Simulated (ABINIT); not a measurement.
## Beyond one shot: SrTiO3 (Tausonite)

How far does self-consistency move the gap of SrTiO3 (Tausonite)?

Calculated with ABINIT 10.8.3; PBE and many-body steps on it, plane waves.

**Experimental background.**

- Gap 3.77 eV: direct gap (M0 critical point); spectroscopic ellipsometry, second-derivative fit; 300 K; bulk crystal (commercial single crystal) (“Optical probe of ferroelectric order in bulk and thin film perovskite titanates”, 2013, arxiv:1309.1245).

## (1) The starting structure

It takes space group Pm-3m (No. 221, cubic). The conventional cell has a = 3.905 Å, b = 3.905 Å, c = 3.905 Å, α = 90.00°, β = 90.00°, γ = 90.00°. Nearest to Sr lie 12 O at 2.76 Å. Nearest to Ti lie 6 O at 1.95 Å. Nearest to O lie 2 Ti at 1.95 Å and 4 Sr at 2.76 Å. Farther neighbours and most contacts between anions are not listed.

The cell and positions come from the Crystallography Open Database and are kept as given unless a step says otherwise.

## (2) Empty states on the mesh, 4×4×4 mesh, 184 bands

This step: ABINIT 10.8.3; DFT, PBE, plane waves, norm-conserving pseudopotentials.

The sums over transitions need many empty states on a uniform mesh; this step solves for them.

File run.abi:

```
acell 3*1.0 Angstrom
rprim 
  3.905280000000 0.000000000000 0.000000000000
  0.000000000000 3.905280000000 0.000000000000
  0.000000000000 0.000000000000 3.905280000000
ntypat 3
znucl 38 22 8
natom 5
typat 1 2 3 3 3
xred 
  0.500000000000 0.500000000000 0.500000000000
  0.000000000000 0.000000000000 0.000000000000
  0.500000000000 0.000000000000 0.000000000000
  0.000000000000 0.500000000000 0.000000000000
  0.000000000000 0.000000000000 0.500000000000
pp_dirpath "pseudos"
pseudos "Sr.upf, Ti.upf, O.upf"
ecut 38
ngkpt 4 4 4
nshiftk 1
shiftk 0 0 0
kptopt 1
chksymbreak 0
irdden 1
istwfk *1
nband 184
prtvol 0
optdriver 6
gwr_task "HDIAGO"
paral_kgb 0
occopt 1
indata_prefix "in"
outdata_prefix "out"
tmpdata_prefix "tmp"
```

Launch:

```console
$ OMP_NUM_THREADS=1 mpirun -n 4 abinit run.abi > log
```

What it wrote:

```text
.Version 10.8.3 of ABINIT. v10.8.2 released Aug 2026.

 Symmetries : space group Pm -3 m (#221); Bravais cP (primitive cubic)
[... echo of the input left out ...]
== DATASET  1 ==================================================================
-   mpi_nproc: 4, omp_nthreads: 1 (-1 if OMP is not activated)

--- !DatasetInfo
iteration_state: {dtset: 1, }
dimensions: {natom: 5, nkpt: 10, mband: 184, nsppol: 1, nspinor: 1, nspden: 1, mpw: 4632, }
cutoff_energies: {ecut:  38.0, pawecutdg:  -1.0, }
[...]
Indirect band gap semiconductor
 Fundamental gap:     1.908 (eV)
   VBM:     6.925 (eV) at k: [ 5.0000E-01,  5.0000E-01,  5.0000E-01]
   CBM:     8.833 (eV) at k: [ 0.0000E+00,  0.0000E+00,  0.0000E+00]
 Direct gap:         2.263 (eV) at k: [ 0.0000E+00,  0.0000E+00,  0.0000E+00]

== END DATASET(S) ==============================================================
================================================================================

 -outvars: echo values of variables after computation  --------
           etotal      0.0000000000E+00
            nband         184
             nkpt          10
          spgroup         221
 [... the other variables as echoed above ...]

 Calculation completed.
```

It took 2.8 min on 4 MPI ranks of Arm Neoverse V2, shared host; peak memory 4.6 GiB; 11 min of CPU time.

This step gave:

```yaml
gap: 1.908 eV
k_of_the_valence_top: 0.5, 0.5, 0.5
k_of_the_conduction_bottom: 0, 0, 0
least_direct_gap: 2.263 eV
k_points_computed: 10
lowest_point_of_the_top_converged_band_above_the_valence_top: 95.6501 eV
```

On this mesh the gap is 1.908 eV.

The density comes from a self-consistent run that is not shown.

## (3) Screening, 4×4×4 mesh, 176 bands, screening to 163.3 eV

The RPA dielectric matrix is built and inverted for each q.

This step: RPA screening on PBE, plane waves, norm-conserving pseudopotentials.

Edit run.abi of step 2 so:

```diff
@@ -23,10 +23,11 @@
 chksymbreak 0
-irdden 1
 istwfk *1
-nband 184
-prtvol 0
-optdriver 6
-gwr_task "HDIAGO"
-paral_kgb 0
 occopt 1
+irdwfk 1
+optdriver 3
+nband 176
+ecuteps 6
+inclvkb 2
+awtr 1
+symchi 1
 indata_prefix "in"
```

What it wrote:

```text
.Version 10.8.3 of ABINIT. v10.8.2 released Aug 2026.

 Symmetries : space group Pm -3 m (#221); Bravais cP (primitive cubic)
[... echo of the input left out ...]
== DATASET  1 ==================================================================
-   mpi_nproc: 4, omp_nthreads: 1 (-1 if OMP is not activated)

--- !DatasetInfo
iteration_state: {dtset: 1, }
dimensions: {natom: 5, nkpt: 10, mband: 176, nsppol: 1, nspinor: 1, nspden: 1, mpw: 4632, }
cutoff_energies: {ecut:  38.0, pawecutdg:  -1.0, }
electrons: {nelect:   4.00000000E+01, charge:   0.00000000E+00, occopt:   1.00000000E+00, tsmear:   1.00000000E-02, }

 SCREENING: Calculation of the susceptibility and dielectric matrices

 Based on a program developped by R.W. Godby, V. Olevano, G. Onida, and L. Reining.
 Incorporated in ABINIT by V. Olevano, G.-M. Rignanese, and M. Torrent.
.Using double precision arithmetic ; gwpc =  8

[... cell and pseudopotentials left out ...]
--------------------------------------------------------------------------------

 ==== K-mesh for the wavefunctions ====
 Number of points in the irreducible wedge :    10
[... list of points left out ...]
 Together with 48 symmetry operations and time-reversal symmetry
 yields    64 points in the full Brillouin Zone.

 ==== Q-mesh for the screening function ====
 Number of points in the irreducible wedge :    10
[... list of points left out ...]
 Together with 48 symmetry operations and time-reversal symmetry
 yields    64 points in the full Brillouin Zone.

 setmesh: FFT mesh size selected  =    30x   30x   30
          total number of points  =        27000

 vcoul_init : cutoff-mode = AUXILIARY_FUNCTION
 q-points for optical limit:   1
     1)      0.000010    0.000020    0.000030

- screening: taking advantage of time-reversal symmetry
- Maximum band index for partially occupied states nbvw = 20
- Remaining bands to be divided among processors   nbcw = 156
- Number of bands treated by each node ~39

 Number of electrons calculated from density =   40.0000; Expected =   40.0000
 average of density, n =  0.099519
 r_s =    1.3387
 omega_plasma =   30.4305 [eV]

 calculating chi0 at frequencies [eV] :
  1    0.000000E+00    0.000000E+00
  2    0.000000E+00    3.043050E+01

--------------------------------------------------------------------------------
  q-point number  1        q = ( 0.000000, 0.000000, 0.000000) [r.l.u.]
--------------------------------------------------------------------------------
[... chi0 elements left out ...]
 For q-point:  0.000010 0.000020 0.000030
  dielectric constant =   6.4039
  dielectric constant without local fields =   6.7748

  Average fulfillment of the sum rule on Im[epsilon] for q-point    1 :     73.38  [%]
[... wings left out ...]
  q-point number  2        q = ( 0.250000, 0.000000, 0.000000) [r.l.u.]
--------------------------------------------------------------------------------
[... chi0 elements left out ...]
  Average fulfillment of the sum rule on Im[epsilon] for q-point    2 :     81.73  [%]

 [... 8 further q-points ...]
```

Wall time 1.8 min (4 MPI ranks); peak memory 1.6 GiB; 7.1 min of CPU time.

This step gave:

- ε∞ with local fields, on this mesh, along the program's q direction: 6.404
- the same without local fields: 6.775
- plasma frequency: 30.43 eV
- plane waves in the screening matrix: 257

Local fields lower ε∞ by 5 %. On a Γ-centred mesh this coarse the value itself is usually too large, while a short band sum pulls it down.

## (4) G0W0

The self-energy is evaluated for the states that the input lists, and the levels follow from it, in one-shot runs by the linearised quasiparticle equation.

This step: G0W0 on PBE, plane waves, norm-conserving pseudopotentials.

Edit run.abi of step 3 so:

```diff
@@ -26,8 +26,17 @@
 irdwfk 1
-optdriver 3
+optdriver 4
 nband 176
+gwcalctyp 0
+ecutsigx 38
+symsigma 1
+nkptgw 2
+kptgw 
+  0.5000000000 0.5000000000 0.5000000000
+  0.0000000000 0.0000000000 0.0000000000
+bdgw 
+  18 23
+  18 23
 ecuteps 6
-inclvkb 2
-awtr 1
-symchi 1
+irdscr 1
+ppmodel 1
 indata_prefix "in"
```

What it wrote:

```text
.Version 10.8.3 of ABINIT. v10.8.2 released Aug 2026.

 Symmetries : space group Pm -3 m (#221); Bravais cP (primitive cubic)
[... echo of the input left out ...]
== DATASET  1 ==================================================================
-   mpi_nproc: 4, omp_nthreads: 1 (-1 if OMP is not activated)

--- !DatasetInfo
iteration_state: {dtset: 1, }
dimensions: {natom: 5, nkpt: 10, mband: 176, nsppol: 1, nspinor: 1, nspden: 1, mpw: 4632, }
cutoff_energies: {ecut:  38.0, pawecutdg:  -1.0, }
electrons: {nelect:   4.00000000E+01, charge:   0.00000000E+00, occopt:   1.00000000E+00, tsmear:   1.00000000E-02, }

 SIGMA: Calculation of the GW corrections

 Based on a program developped by R.W. Godby, V. Olevano, G. Onida, and L. Reining.
 Incorporated in ABINIT by V. Olevano, G.-M. Rignanese, and M. Torrent.
.Using double precision arithmetic ; gwpc =  8

[... cell and pseudopotentials left out ...]
--------------------------------------------------------------------------------

 ==== K-mesh for the wavefunctions ====
 Number of points in the irreducible wedge :    10
[... list of points left out ...]
 Together with 48 symmetry operations and time-reversal symmetry
 yields    64 points in the full Brillouin Zone.

 ==== Q-mesh for screening function ====
 Number of points in the irreducible wedge :    10
[... list of points left out ...]
 Together with 48 symmetry operations and time-reversal symmetry
 yields    64 points in the full Brillouin Zone.

 vcoul_init : cutoff-mode = AUXILIARY_FUNCTION
 q-points for optical limit:   1
     1)      0.000010    0.000020    0.000030
 setmesh: FFT mesh size selected  =    45x   45x   45
          total number of points  =        91125

 Number of electrons calculated from density =   40.0000; Expected =   40.0000
 average of density, n =  0.099519
 r_s =    1.3387
 omega_plasma =   30.4305 [eV]

 === KS Band Gaps ===
  >>>> For spin  1
   Minimum direct gap =   2.2628 [eV], located at k-point      :   0.0000  0.0000  0.0000
   Fundamental gap    =   1.9077 [eV], Top of valence bands at :   0.5000  0.5000  0.5000
                                       Bottom of conduction at :   0.0000  0.0000  0.0000
 SIGMA fundamental parameters:
 PLASMON POLE MODEL  1
 number of plane-waves for SigmaX                 4457
 number of plane-waves for SigmaC and W            257
 number of plane-waves for wavefunctions          4457
 number of bands                                   176
 number of independent spin polarizations            1
 number of spinorial components                      1
 number of k-points in IBZ                          10
 number of q-points in IBZ                          10
 number of symmetry operations                      48
 number of k-points in BZ                           64
 number of q-points in BZ                           64
 number of frequencies for dSigma/dE                 9
 frequency step for dSigma/dE [eV]                0.25
 number of omega for Sigma on real axis              0
 max omega for Sigma on real axis  [eV]           0.00
 zcut for avoiding poles [eV]                     0.10

 EPSILON^-1 parameters (SCR file):
 dimension of the eps^-1 matrix on file            257
 dimension of the eps^-1 matrix used               257
 number of plane-waves for wavefunctions          4457
 number of bands                                   176
 number of q-points in IBZ                          10
 number of frequencies                               2
 number of real frequencies                          1
 number of imag frequencies                          1

 matrix elements of self-energy operator (all in [eV])

 Perturbative Calculation

--- !SelfEnergy_ee
iteration_state: {dtset: 1, }
kpoint     : [   0.500,    0.500,    0.500, ]
spin       : 1
KS_gap     :    4.517
QP_gap     :    6.394
Delta_QP_KS:    1.877
data: !SigmaeeData |
     Band     E0 <VxcDFT>   SigX SigC(E0)      Z dSigC/dE  Sig(E)    E-E0       E
       18   6.925 -20.195 -25.189   4.793   0.769  -0.301 -20.349  -0.155   6.771
       19   6.925 -20.195 -25.189   4.793   0.769  -0.301 -20.349  -0.155   6.771
       20   6.925 -20.195 -25.189   4.793   0.769  -0.301 -20.349  -0.155   6.771
       21  11.442 -21.983 -12.959  -6.680   0.735  -0.361 -20.261   1.723  13.165
       22  11.442 -21.983 -12.959  -6.680   0.735  -0.361 -20.261   1.723  13.165
       23  11.442 -21.983 -12.959  -6.680   0.735  -0.361 -20.261   1.723  13.165

--- !SelfEnergy_ee
iteration_state: {dtset: 1, }
kpoint     : [   0.000,    0.000,    0.000, ]
spin       : 1
KS_gap     :    2.263
QP_gap     :    3.838
Delta_QP_KS:    1.575
data: !SigmaeeData |
     Band     E0 <VxcDFT>   SigX SigC(E0)      Z dSigC/dE  Sig(E)    E-E0       E
[...]
21   8.833 -18.883 -11.450  -5.631   0.782  -0.278 -17.473   1.410  10.242
       22   8.833 -18.883 -11.450  -5.631   0.782  -0.278 -17.473   1.410  10.242
       23   8.833 -18.883 -11.450  -5.631   0.782  -0.278 -17.473   1.410  10.242

== END DATASET(S) ==============================================================
================================================================================

 -outvars: echo values of variables after computation  --------
           etotal      0.0000000000E+00
            nband         176
             nkpt          10
          spgroup         221
 [... the other variables as echoed above ...]

 Calculation completed.
```

The job ended after 18 s (4 MPI ranks; peak memory 1.4 GiB; 70 s of CPU time).

This step gave:

```yaml
g0w0_gap_on_the_points_computed: 3.471 eV
starting_gap_on_the_mesh: 1.908 eV
k_of_the_valence_top: 0.5, 0.5, 0.5
k_of_the_conduction_bottom: 0, 0, 0
z_at_the_valence_top: 0.769
z_at_the_conduction_bottom: 0.782
least_direct_g0w0_gap_on_the_computed_points: 3.837 eV
```

The gap on the mesh goes from 1.91 eV to 3.47 eV, a correction of +1.56 eV.

## (5) evGW0, cycle 1

This step: evGW0 on PBE, plane waves, norm-conserving pseudopotentials.

Edit run.abi of step 4 so:

```diff
@@ -28,12 +28,28 @@
 nband 176
-gwcalctyp 0
+gwcalctyp 10
 ecutsigx 38
 symsigma 1
-nkptgw 2
+nkptgw 10
 kptgw 
+  0.0000000000 0.0000000000 0.0000000000
+  0.2500000000 0.0000000000 0.0000000000
+  0.5000000000 0.0000000000 0.0000000000
+  0.2500000000 0.2500000000 0.0000000000
+  0.5000000000 0.2500000000 0.0000000000
+  0.5000000000 0.5000000000 0.0000000000
+  0.2500000000 0.2500000000 0.2500000000
+  0.5000000000 0.2500000000 0.2500000000
+  0.5000000000 0.5000000000 0.2500000000
   0.5000000000 0.5000000000 0.5000000000
-  0.0000000000 0.0000000000 0.0000000000
 bdgw 
-  18 23
-  18 23
+  12 31
+  12 31
+  12 31
+  12 31
+  12 31
+  12 31
+  12 31
+  12 31
+  12 31
+  12 31
 ecuteps 6
```

What it wrote:

```text
.Version 10.8.3 of ABINIT. v10.8.2 released Aug 2026.

 Symmetries : space group Pm -3 m (#221); Bravais cP (primitive cubic)
[... echo of the input left out ...]
== DATASET  1 ==================================================================
-   mpi_nproc: 4, omp_nthreads: 1 (-1 if OMP is not activated)

--- !DatasetInfo
iteration_state: {dtset: 1, }
dimensions: {natom: 5, nkpt: 10, mband: 176, nsppol: 1, nspinor: 1, nspden: 1, mpw: 4632, }
cutoff_energies: {ecut:  38.0, pawecutdg:  -1.0, }
electrons: {nelect:   4.00000000E+01, charge:   0.00000000E+00, occopt:   1.00000000E+00, tsmear:   1.00000000E-02, }

 SIGMA: Calculation of the GW corrections

 Based on a program developped by R.W. Godby, V. Olevano, G. Onida, and L. Reining.
 Incorporated in ABINIT by V. Olevano, G.-M. Rignanese, and M. Torrent.
.Using double precision arithmetic ; gwpc =  8

[... cell and pseudopotentials left out ...]
--------------------------------------------------------------------------------

 ==== K-mesh for the wavefunctions ====
 Number of points in the irreducible wedge :    10
[... list of points left out ...]
 Together with 48 symmetry operations and time-reversal symmetry
 yields    64 points in the full Brillouin Zone.

 ==== Q-mesh for screening function ====
 Number of points in the irreducible wedge :    10
[... list of points left out ...]
 Together with 48 symmetry operations and time-reversal symmetry
 yields    64 points in the full Brillouin Zone.

 vcoul_init : cutoff-mode = AUXILIARY_FUNCTION
 q-points for optical limit:   1
     1)      0.000010    0.000020    0.000030
 setmesh: FFT mesh size selected  =    45x   45x   45
          total number of points  =        91125

 Number of electrons calculated from density =   40.0000; Expected =   40.0000
[...]
spin       : 1
KS_gap     :    4.166
QP_gap     :    5.978
Delta_QP_KS:    1.812
data: !SigmaeeData |
     Band     E_DFT   <VxcDFT>   E(N-1)  <Hhartree>   SigX  SigC[E(N-1)]    Z     dSigC/dE  Sig[E(N)]  DeltaE  E(N)_pert E(N)_diago
[...]
--- !SelfEnergy_ee
iteration_state: {dtset: 1, }
kpoint     : [   0.500,    0.500,    0.500, ]
spin       : 1
KS_gap     :    4.517
QP_gap     :    6.394
Delta_QP_KS:    1.877
data: !SigmaeeData |
     Band     E_DFT   <VxcDFT>   E(N-1)  <Hhartree>   SigX  SigC[E(N-1)]    Z     dSigC/dE  Sig[E(N)]  DeltaE  E(N)_pert E(N)_diago
[...]
30    16.662   -12.981    16.662    29.644    -6.411    -4.838     0.842    -0.187   -11.522     1.459    18.121    18.394
       31    17.173    -9.824    17.173    26.997    -4.349    -4.883     0.848    -0.179    -9.321     0.502    17.675    18.394

 New Fermi energy :        3.189662E-01 Ha ,    8.679513E+00 eV

 === QP Band Gaps ===
  >>>> For spin  1
   Minimum direct gap =   4.2790 [eV], located at k-point      :   0.0000  0.0000  0.0000
   Fundamental gap    =   3.9109 [eV], Top of valence bands at :   0.5000  0.5000  0.5000
                                       Bottom of conduction at :   0.0000  0.0000  0.0000

 writing QP data on file : out_QPS

 Convergence of QP corrections
 >>>>> For spin  1 <<<<<
.  kptgw no:  1; Maximum DeltaE = (  -0.577   0.000) for band index: 13
.  kptgw no:  2; Maximum DeltaE = (  -0.576   0.010) for band index: 13
.  kptgw no:  3; Maximum DeltaE = (  -0.576   0.003) for band index: 13
[...]
.  kptgw no:  9; Maximum DeltaE = (  -0.362   0.001) for band index: 17
.  kptgw no: 10; Maximum DeltaE = (  -0.575   0.015) for band index: 16

== END DATASET(S) ==============================================================
================================================================================

 -outvars: echo values of variables after computation  --------
           etotal      0.0000000000E+00
            nband         176
             nkpt          10
          spgroup         221
 [... the other variables as echoed above ...]

 Calculation completed.
```

Elapsed: 8.9 min, on 4 MPI ranks; peak memory 2.2 GiB; 36 min of CPU time.

Numbers from this step:

```yaml
quasiparticle_gap_on_the_mesh: 3.911 eV
gap_of_the_density_functional_on_the_mesh: 1.908 eV
k_of_the_valence_top: 0.5, 0.5, 0.5
k_of_the_conduction_bottom: 0, 0, 0
z_at_the_valence_top: 0.769
z_at_the_conduction_bottom: 0.782
least_direct_quasiparticle_gap_on_the_computed_points: 4.279 eV
```

Against G0W0 in ABINIT (4×4×4 mesh, 176 bands, screening to 163.3 eV, Godby-Needs plasmon pole), the gap moves by +0.440 eV. This first cycle still uses the starting levels; it takes the full correction, at all points of the mesh, and its linearised value is 3.471 eV.

## (6) evGW0, cycle 2

The corrected levels of the last cycle go back in.

Edit run.abi of step 5 so:

```diff
@@ -57,2 +57,3 @@
 ppmodel 1
+irdqps 1
 indata_prefix "in"
```

What it wrote:

```text
.Version 10.8.3 of ABINIT. v10.8.2 released Aug 2026.

 Symmetries : space group Pm -3 m (#221); Bravais cP (primitive cubic)
[... echo of the input left out ...]
== DATASET  1 ==================================================================
-   mpi_nproc: 4, omp_nthreads: 1 (-1 if OMP is not activated)

--- !DatasetInfo
iteration_state: {dtset: 1, }
dimensions: {natom: 5, nkpt: 10, mband: 176, nsppol: 1, nspinor: 1, nspden: 1, mpw: 4632, }
cutoff_energies: {ecut:  38.0, pawecutdg:  -1.0, }
[...]
.  kptgw no:  3; Maximum DeltaE = (  -0.080  -0.003) for band index: 11
[...]
.  kptgw no:  9; Maximum DeltaE = (   0.030   0.000) for band index: 18
.  kptgw no: 10; Maximum DeltaE = (   0.107   0.006) for band index: 17

== END DATASET(S) ==============================================================
================================================================================

 -outvars: echo values of variables after computation  --------
           etotal      0.0000000000E+00
            nband         176
             nkpt          10
          spgroup         221
 [... the other variables as echoed above ...]

 Calculation completed.
```

It took 9 min on 4 MPI ranks; peak memory 2.2 GiB.

Numbers from this step:

```yaml
quasiparticle_gap_on_the_mesh: 3.837 eV
gap_of_the_density_functional_on_the_mesh: 1.908 eV
k_of_the_valence_top: 0.5, 0.5, 0.5
k_of_the_conduction_bottom: 0, 0, 0
least_direct_quasiparticle_gap_on_the_computed_points: 4.198 eV
```

Against the cycle before, the gap moves by −0.074 eV.

(Continued in part 2 of 3.)

[Paths, hosts, dates, memory and timing lines, banners, echoed tables and standing remarks are left out of the program output.]

[Logs are printed without paths, hosts, clocks, repeated set-up lines and the standing remarks that a program may print on its own settings, such as how far it seeks lower states.]

[Runs of the session that timed out or met a known fault of the program may be left out.]

[Hosts, paths, dates, database ids (printed as entryN), source tags and the programs' standing remarks are cut or masked in the printed files.]

[G0W0 gaps are taken among the corrected bands and points alone; a level outside them can change the order at an edge.]

[Where Ansatz stands beside ABINIT at settings called matched, ABINIT's density can come from a denser mesh and the files from another edition; pairs whose starting gaps differed by over 0.03 eV were left out, so agreement reads better than it is.]
